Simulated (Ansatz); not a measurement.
# Random alloy of the diamond Si-Ge line, x = 0.625 (64 atoms): geometry optimisation, part 2 of 3

How does random alloy of the diamond Si-Ge line, x = 0.625 (64 atoms) relax, and what do bonds, charges and levels look like afterwards?

Ansatz 0.2.0; Kohn-Sham DFT, PBE, PAW (set soft_2), plane waves.

The cell: 24 Si and 40 Ge. The host structure and its lattice constant were typed by rule, without a check against the phase diagram. Only the Γ point is sampled in the main run, in a cell whose shortest periodic width is 11 Å.

So far. Step 3 (Cell and atoms relaxed): The relaxation changed the energy by -17.3 meV/atom, and atoms moved by 0.061 Å r.m.s., 0.10 Å at most.

## Step 5: Single point at the relaxed geometry

The electronic structure is read at the final geometry, in a run of its own.

The input, input.yaml:

```yaml
crystal:
  lattice:
    - [11.28458, 0.00079, -0.00264]
    - [0.00079, 11.28963, -0.00178]
    - [-0.00264, -0.00178, 11.29112]
  atoms:
    - { symbol: Si, position: [0.00411, 0.99951, 0.99865] }
    - { symbol: Si, position: [0.12455, 0.12252, 0.12258] }
    - { symbol: Ge, position: [0.0018, 0.24818, 0.24652] }
    - { symbol: Ge, position: [0.12627, 0.37468, 0.37426] }
    [... 54 atom lines left out ...]
    - { symbol: Si, position: [0.5021, 0.74725, 0.75257] }
    - { symbol: Si, position: [0.62368, 0.8701, 0.87566] }
    - { symbol: Ge, position: [0.75202, 0.50338, 0.74982] }
    - { symbol: Si, position: [0.87397, 0.6268, 0.87808] }
    - { symbol: Ge, position: [0.74755, 0.7505, 0.50487] }
    - { symbol: Si, position: [0.87347, 0.87312, 0.6276] }
kpoints:
  mp_grid: { grid: [1, 1, 1] }
hamiltonian:
  xc: pbe
scf:
  occupations: { method: fermi_dirac, width: 0.025 }
output:
  forces: true
  stress: true
  populations: true
  dos:
    method: { smearing: { sigma: 0.08 } }
    de: 0.05
    projected: { site_lists: { Ge: [Ge], Si: [Si] } }
  eigenvalues: true
  write_density: true
  write_potential: true
  volumetric_format: npy
```

On the command line:

```console
$ ansatz run input.yaml --threads 4 --pin off --max-ram 8192MiB --backend cpu --events-out ev --progress --plain --runs-dir out
```

What it wrote:

```text
[...]
Crystal: 64 atoms, lattice volume = 1438.474 Å³
Basis set: ecut = 420 eV, 28133 PW (Γ), exchange–correlation on 160×160×160 points (8 copies of the dense FFT grid, shifted against one another)
Bands: 394, of which v1, the nominal top of the filled ones, is band 328 counted from 1 (327 counted from 0)
Symmetry: 1 space group operations
[...]
k-points: 1
[...]
SCF iter   1: F=—  HF=-187049.815248 eV  |F-HF|=—  |Δ(HF+E_count)|=         —  Δρ=2.13e-3  dr2=1.11e-1  ethr=1.77e-3  ⟨swp⟩=6.0  Hψ=1392  notcnv=0  defer=30
[...]
SCF iter   9: F=-187049.782313 eV  HF=-187049.782313 eV  |F-HF|=1.77e-8  |Δ(HF+E_count)|=   2.86e-7  Δρ=1.04e-6  dr2=3.37e-8  ethr=1.52e-11  ⟨swp⟩=17.0  Hψ=3587  notcnv=0
SCF 1 converged in 9 iterations: F = -187049.782313 eV  dr2 = 3.37e-8
[...]
SCF converged after 9 iterations
Free energy (F): -187049.782313 eV
[...]
Internal energy: -187049.781253 eV  (E = F + TS)
E sigma→0 (E₀):  -187049.781783 eV
Entropy (-TS):   -0.001060 eV (-0.017 meV/atom)
Fermi energy:    7.549804 eV
[...]
--- Forces (eV/Å), atoms counted from 1 ---
  atom   1  Si     0.00052791     0.00113913     0.01105235
  atom   2  Si     0.00053509    -0.00181283    -0.00066738
  atom   3  Ge    -0.00086706    -0.00312431    -0.00283571
  atom   4  Ge    -0.00805473     0.00364670     0.00706185
  atom   5  Ge    -0.00084439     0.00010214    -0.00099507
  atom   6  Si    -0.00078379    -0.00213232    -0.00024884
  atom   7  Ge    -0.00303422     0.00170636     0.00398363
  atom   8  Ge    -0.00239436    -0.00550972    -0.00114810
  atom   9  Ge     0.00223276    -0.00143945    -0.01058666
  atom  10  Ge     0.00062451     0.00273587     0.00152796
  atom  11  Si    -0.01052608     0.00758213    -0.00698919
  atom  12  Ge    -0.00099021     0.00451782    -0.00575305
  atom  13  Ge     0.00561530    -0.00470566    -0.00150495
  atom  14  Ge    -0.00497237     0.00536645     0.00082552
[...]
atom  63  Ge     0.00904208    -0.00140904    -0.00356981
  atom  64  Si    -0.00946984     0.00316295     0.00621550
  max |Σ_I F_I| component: 3.60e-6 eV/Å
--- Stress (GPa, compression-positive) ---
        0.006751      -0.009783       0.011782
       -0.009783      -0.003365       0.004244
        0.011782       0.004244      -0.004902
  P = ⅓ Tr σ = -0.0005 GPa (-0.005 kbar)
--- Band table (eV) ---
[...]
--- Löwdin populations: 64 sites ---
  site symbol       q [e]
     0     Si      3.9287
     1     Si      3.9072
     2     Ge     13.9999
[...]
63     Si      3.8971
  spilling = 0.002501 (of n_electrons = 656.000000)
```

Wall time 20 s (4 threads of Arm Neoverse V2, shared host); peak memory 1.8 GiB; 77 s of CPU time.

Numbers from this run:

```
free energy                                      : -187049.7823 eV
free energy per atom                             : -2922.6528 eV/atom
SCF cycles                                       : 9
pressure                                         : -0.0005055 GPa
r.m.s. force component                           : 0.00518 eV/Å
longest force                                    : 0.02004 eV/Å
Fermi energy                                     : 7.55 eV
gap (highest filled to lowest empty level) : 0.3632 eV
spilling of the projection                       : 0.002501
```

Löwdin charges by element and coordination (they lack the spilled electrons, 0.026 e an atom on average):

```
element  coordination  atoms  mean charge (e)  spread    least   most
     Ge           all     40          -0.0051  0.0185  -0.0524  0.028
     Si           all     24           0.0768  0.0169   0.0441  0.103
```

Charge against the make-up of the first shell:

```
Si neighbours of Ge  atoms  mean charge (e)
                  0      6            0.022
                  1     18            0.003
                  2     11           -0.017
                  3      4           -0.036
                  4      1           -0.052
```

Density of states as counts of states in windows of 1 eV (from the Fermi level), total and the larger projections:

| from (eV) | to (eV) | total | Ge p | Si p | Ge s | Si s |
| --- | --- | --- | --- | --- | --- | --- |
| -14 | -13 | 0.0 | 0.0 | 0.0 | 0.0 | 0.0 |
| -13 | -12 | 2.0 | 0.0 | 0.0 | 1.4 | 0.6 |
| -12 | -11 | 12.0 | 1.9 | 1.1 | 6.4 | 2.5 |
| -11 | -10 | 32.0 | 5.1 | 3.1 | 15.6 | 8.0 |
| -10 | -9 | 0.0 | 0.0 | 0.0 | 0.0 | 0.0 |
| -9 | -8 | 36.0 | 7.6 | 5.0 | 14.9 | 8.4 |
| -8 | -7 | 8.0 | 3.2 | 2.0 | 1.7 | 1.0 |
| -7 | -6 | 21.0 | 5.7 | 4.4 | 7.0 | 3.8 |
| -6 | -5 | 3.0 | 1.1 | 0.4 | 0.3 | 1.1 |
| -5 | -4 | 22.2 | 7.2 | 8.2 | 3.8 | 2.7 |
| -4 | -3 | 49.1 | 30.8 | 16.6 | 0.8 | 0.5 |
| -3 | -2 | 22.6 | 13.6 | 8.9 | 0.0 | 0.0 |
| -2 | -1 | 42.1 | 27.7 | 14.0 | 0.0 | 0.0 |
| -1 | 0 | 6.0 | 4.1 | 1.7 | 0.0 | 0.0 |
| 0 | 1 | 32.8 | 10.1 | 7.3 | 8.4 | 4.6 |
| 1 | 2 | 19.8 | 7.5 | 5.4 | 3.5 | 1.6 |
| 2 | 3 | 23.4 | 9.4 | 5.2 | 2.7 | 2.3 |
| 3 | 4 | 21.5 | 9.4 | 6.6 | 1.0 | 0.3 |

Between -25 and -14 eV lie 400 more states.

The levels nearest the highest filled one (over half full), pooled over k-points and spins:

```
level less the highest filled one (eV)  occupation
                                 -1.17           2
                                 -1.13           2
                                 -1.10           2
                                -0.014        2.00
                               -0.0083        2.00
                                     0        2.00
                                 0.363       0.002
                                 0.388       0.001
                                 0.531           0
                                 0.581           0
                                 0.637           0
                                 0.673           0
```

Electrostatic potential energy in the ac plane at fractional y = 0.003, with atoms of Si and Ge within 0.2 Å of it. With pseudopotentials it is smooth inside the atoms' cores, unlike the true potential.

Ten even steps from '_' (-36 eV) to '@' (11 eV), each cell a mean:
```
____++%%@@@@@@@@@@@@@@@@@@%%--______++%%@@@@@@@@@@@@@@@@@@%%==__
==**%%@@@@@@@@@@@@@@@@@@@@%%##++==++%%@@@@@@@@@@@@@@@@@@@@@@##++
@@@@@@@@@@@@@@@@@@@@@@@@@@@@@@@@%%@@@@@@@@@@@@@@@@@@@@@@@@@@@@@@
@@@@@@@@@@@@%%####%%@@@@@@@@@@@@@@@@@@@@@@@@%%%%##%%@@@@@@@@@@@@
@@@@@@@@@@%%++--::==##@@@@@@@@@@@@@@@@@@@@%%++----==##@@@@@@@@@@
@@@@@@@@@@**::____..++%%@@@@@@@@@@@@@@@@@@**::____..++%%@@@@@@@@
@@@@@@@@@@##--....::**%%@@@@@@@@@@@@@@@@@@##--....::++%%@@@@@@@@
@@@@@@@@@@%%##++++**%%@@@@@@@@@@@@@@@@@@@@%%##++++**%%@@@@@@@@@@
@@@@@@@@@@@@@@@@@@@@@@@@@@@@@@@@@@@@@@@@@@@@@@@@@@@@@@@@@@@@@@@@
##%%@@@@@@@@@@@@@@@@@@@@@@@@%%%%%%%%@@@@@@@@@@@@@@@@@@@@@@@@%%##
::==##@@@@@@@@@@@@@@@@@@@@%%++::::--##@@@@@@@@@@@@@@@@@@@@%%++--
__..++%%@@@@@@@@@@@@@@@@@@##::______++%%@@@@@@@@@@@@@@@@@@**::__
..::**%%@@@@@@@@@@@@@@@@@@##--______**%%@@@@@@@@@@@@@@@@@@##--..
++**%%@@@@@@@@@@@@@@@@@@@@%%##++++**%%@@@@@@@@@@@@@@@@@@@@%%##++
@@@@@@@@@@@@@@@@@@@@@@@@@@@@@@@@@@@@@@@@@@@@@@@@@@@@@@@@@@@@@@@@
@@@@@@@@@@@@%%%%%%%%@@@@@@@@@@@@@@@@@@@@@@@@@@%%%%%%@@@@@@@@@@@@
@@@@@@@@@@%%++--::==##%%@@@@@@@@@@@@@@@@@@%%++----==##@@@@@@@@@@
@@@@@@@@@@##--____..==%%@@@@@@@@@@@@@@@@@@##--____..==%%@@@@@@@@
@@@@@@@@@@##==..__::++%%@@@@@@@@@@@@@@@@@@##--..__::++%%@@@@@@@@
@@@@@@@@@@%%##++++**%%@@@@@@@@@@@@@@@@@@@@%%##++==**%%@@@@@@@@@@
@@@@@@@@@@@@@@@@@@@@@@@@@@@@@@@@@@@@@@@@@@@@@@@@%%@@@@@@@@@@@@@@
%%%%@@@@@@@@@@@@@@@@@@@@@@@@@@%%%%%%@@@@@@@@@@@@@@@@@@@@@@@@@@%%
::--##%%@@@@@@@@@@@@@@@@@@%%**--::==##@@@@@@@@@@@@@@@@@@@@%%**--
____==%%@@@@@@@@@@@@@@@@@@%%::______==%%@@@@@@@@@@@@@@@@@@##--__
```
Columns run along a (11.3 Å; values clipped at the 3rd and 97th percentile), rows up along c (11.3 Å). Atoms in or near the plane, at fractional coordinates: Si at (0.00, 0.00), Ge at (0.25, 0.25), Ge at (0.00, 0.50), Ge at (0.25, 0.75), Si at (0.50, 0.00), Ge at (0.75, 0.25), Si at (0.50, 0.50), Ge at (0.75, 0.75).

Valence density in the ac plane at fractional y = 0.003, with atoms of Si and Ge within 0.2 Å of it. It is the smooth field of the valence electrons, not physical close to the nuclei.

Ten steps, logarithmic in the rise over the least value, from '_' (0 e/Å³) to '@' (33 e/Å³), each cell a mean:
```
__......__________________......__......__________________......
........__________________............____________________......
________________________________________________________________
____________..........______________________..........__________
__________..::==++--....__________________..::====--....________
__________..==%%@@**::..__________________..==%%@@**::..________
__________..--##%%==::..__________________..--##%%++::..________
__________....::::....____________________....::::::..__________
________________________________________________________________
......______________________..........______________________....
++--....__________________..............__________________..::==
@@**::..__________________....____......__________________..==%%
%%++::..__________________......__......__________________..--##
::....____________________............____________________....::
________________________________________________________________
____________..........______________________..........__________
__________..::==++--....__________________..::====--....________
__________..==%%@@**::..__________________..==%%@@**::..________
__________..--##%%++::..__________________..--##%%++::..________
__________....::::::..____________________....::::::..__________
______________________________________________....______________
......______________________..........______________________....
........__________________..............__________________......
__......__________________....____......__________________....__
```
Columns run along a (11.3 Å), rows up along c (11.3 Å). Atoms in or near the plane, at fractional coordinates: Si at (0.00, 0.00), Ge at (0.25, 0.25), Ge at (0.00, 0.50), Ge at (0.25, 0.75), Si at (0.50, 0.00), Ge at (0.75, 0.25), Si at (0.50, 0.50), Ge at (0.75, 0.75).

Mean Löwdin charges: Ge -0.01, Si +0.08 e. Charges this small depend on the projection, at times even in sign. The charge on Ge changes by -0.019 e for each Si neighbour that takes the place of another kind, on average. Just under the Fermi level the largest share is Ge p (71 % of the projected weight), just over it Ge s (43 % of the projected weight).

The surroundings of Ge27, whose charge lies farthest from its element's mean, nearest first, numbered as they follow in the input and with coordinates relative to it.

| atom | x | y | z | distance (Å) | bonds | Löwdin charge (e) |
| --- | --- | --- | --- | --- | --- | --- |
| Ge27 | 0.00 | 0.00 | 0.00 | 0.00 | 4 | -0.05 |
| Si28 | 1.40 | 1.41 | 1.41 | 2.43 | 4 | 0.09 |
| Si64 | -1.42 | 1.39 | -1.41 | 2.44 | 4 | 0.10 |
| Si62 | -1.42 | -1.39 | 1.42 | 2.44 | 4 | 0.07 |
| Si26 | 1.44 | -1.42 | -1.39 | 2.45 | 4 | 0.10 |
| Si17 | -0.01 | -2.76 | 2.77 | 3.91 | 4 | 0.08 |
| Ge23 | 2.82 | -0.03 | 2.75 | 3.94 | 4 | -0.04 |
| Ge61 | -2.79 | -2.79 | -0.03 | 3.95 | 4 | -0.04 |

## Step 6: K-mesh 2×2×2

Large cells are often run on few k-points; this run checks whether the reference had enough.

input.yaml: that of step 5 with these lines changed.

```diff
@@ -8,3 +8,3 @@
 kpoints:
-  mp_grid: { grid: [1, 1, 1] }
+  mp_grid: { grid: [2, 2, 2] }
 hamiltonian:
@@ -22,4 +22 @@
   eigenvalues: true
-  write_density: true
-  write_potential: true
-  volumetric_format: npy
```

What it wrote:

```text
[...]
Crystal: 64 atoms, lattice volume = 1438.474 Å³
Basis set: ecut = 420 eV, 28133 PW (Γ), exchange–correlation on 160×160×160 points (8 copies of the dense FFT grid, shifted against one another)
Bands: 394, of which v1, the nominal top of the filled ones, is band 328 counted from 1 (327 counted from 0)
Symmetry: 1 space group operations
[...]
k-points: 8
[...]
SCF iter   1: F=—  HF=-187057.477486 eV  |F-HF|=—  |Δ(HF+E_count)|=         —  Δρ=1.33e-3  dr2=8.02e-2  ethr=1.77e-3  ⟨swp⟩=6.0  Hψ=11464  notcnv=0  defer=80
[...]
SCF iter   9: F=—  HF=-187057.453968 eV  |F-HF|=—  |Δ(HF+E_count)|=   3.42e-7  Δρ=1.77e-6  dr2=1.38e-7  ethr=3.01e-10  ⟨swp⟩=2.8  Hψ=4979  notcnv=0  defer=427
SCF iter  10: F=-187057.453968 eV  HF=-187057.453968 eV  |F-HF|=1.25e-9  |Δ(HF+E_count)|=   5.31e-8  Δρ=3.61e-7  dr2=4.38e-9  ethr=1.52e-11  ⟨swp⟩=9.6  Hψ=12664  notcnv=0
SCF 1 converged in 10 iterations: F = -187057.453968 eV  dr2 = 4.38e-9
[...]
SCF converged after 10 iterations
Free energy (F): -187057.453968 eV
[...]
Internal energy: -187057.453847 eV  (E = F + TS)
E sigma→0 (E₀):  -187057.453908 eV
Entropy (-TS):   -0.000121 eV (-0.002 meV/atom)
Fermi energy:    7.508353 eV
[...]
Σ components = -187057.453968   (vs F -187057.453968, Δ=0.00e0)
--- Forces (eV/Å), atoms counted from 1 ---
  atom   1  Si     0.00933572    -0.00542774     0.01227686
  atom   2  Si    -0.00293432    -0.01502490    -0.00456492
  atom   3  Ge    -0.01341411    -0.00002572     0.00403746
  atom   4  Ge    -0.00472569     0.00519863     0.00587400
[...]
atom  64  Si    -0.00590049     0.00138666     0.00556127
  max |Σ_I F_I| component: 2.30e-6 eV/Å
--- Stress (GPa, compression-positive) ---
       -0.203711      -0.003836       0.012655
       -0.003836      -0.231027       0.007125
        0.012655       0.007125      -0.239677
  P = ⅓ Tr σ = -0.2248 GPa (-2.248 kbar)
--- Band table (eV; the first three rows and the last of 8) ---
[...]
--- Löwdin populations: 64 sites ---
  site symbol       q [e]
     0     Si      3.9348
     1     Si      3.9183
     2     Ge     13.9964
[...]
63     Si      3.9009
  spilling = 0.002527 (of n_electrons = 656.000000)
```

The job ended after 3.3 min (4 threads; peak memory 6.3 GiB; 13 min of CPU time).

The program notes that it cut back its work space to fit the memory limit.

Geometry and reference: those of the single point at the relaxed geometry.

Forces differ from those of the single point at the relaxed geometry by 14 meV/Å r.m.s.; the energy by -120 meV/atom, the pressure by -0.22 GPa and the gap by +0.0055 eV. It took roughly 9.8 times the reference's time (one timing each, with unlike analyses asked), in 10 cycles against 9.

[end of part 2 of 3]

[Long decimals in the printed logs are rounded to 6 places.]

[Logs are printed without paths, hosts, clocks, repeated set-up lines and the standing remarks that a program may print on its own settings, such as how far it seeks lower states.]

[Hosts, paths, dates, database ids (printed as entryN), source tags and the programs' standing remarks are cut or masked in the printed files.]

[A walk said to have stopped at its limit may instead have ended on an SCF cycle that didn't converge.]
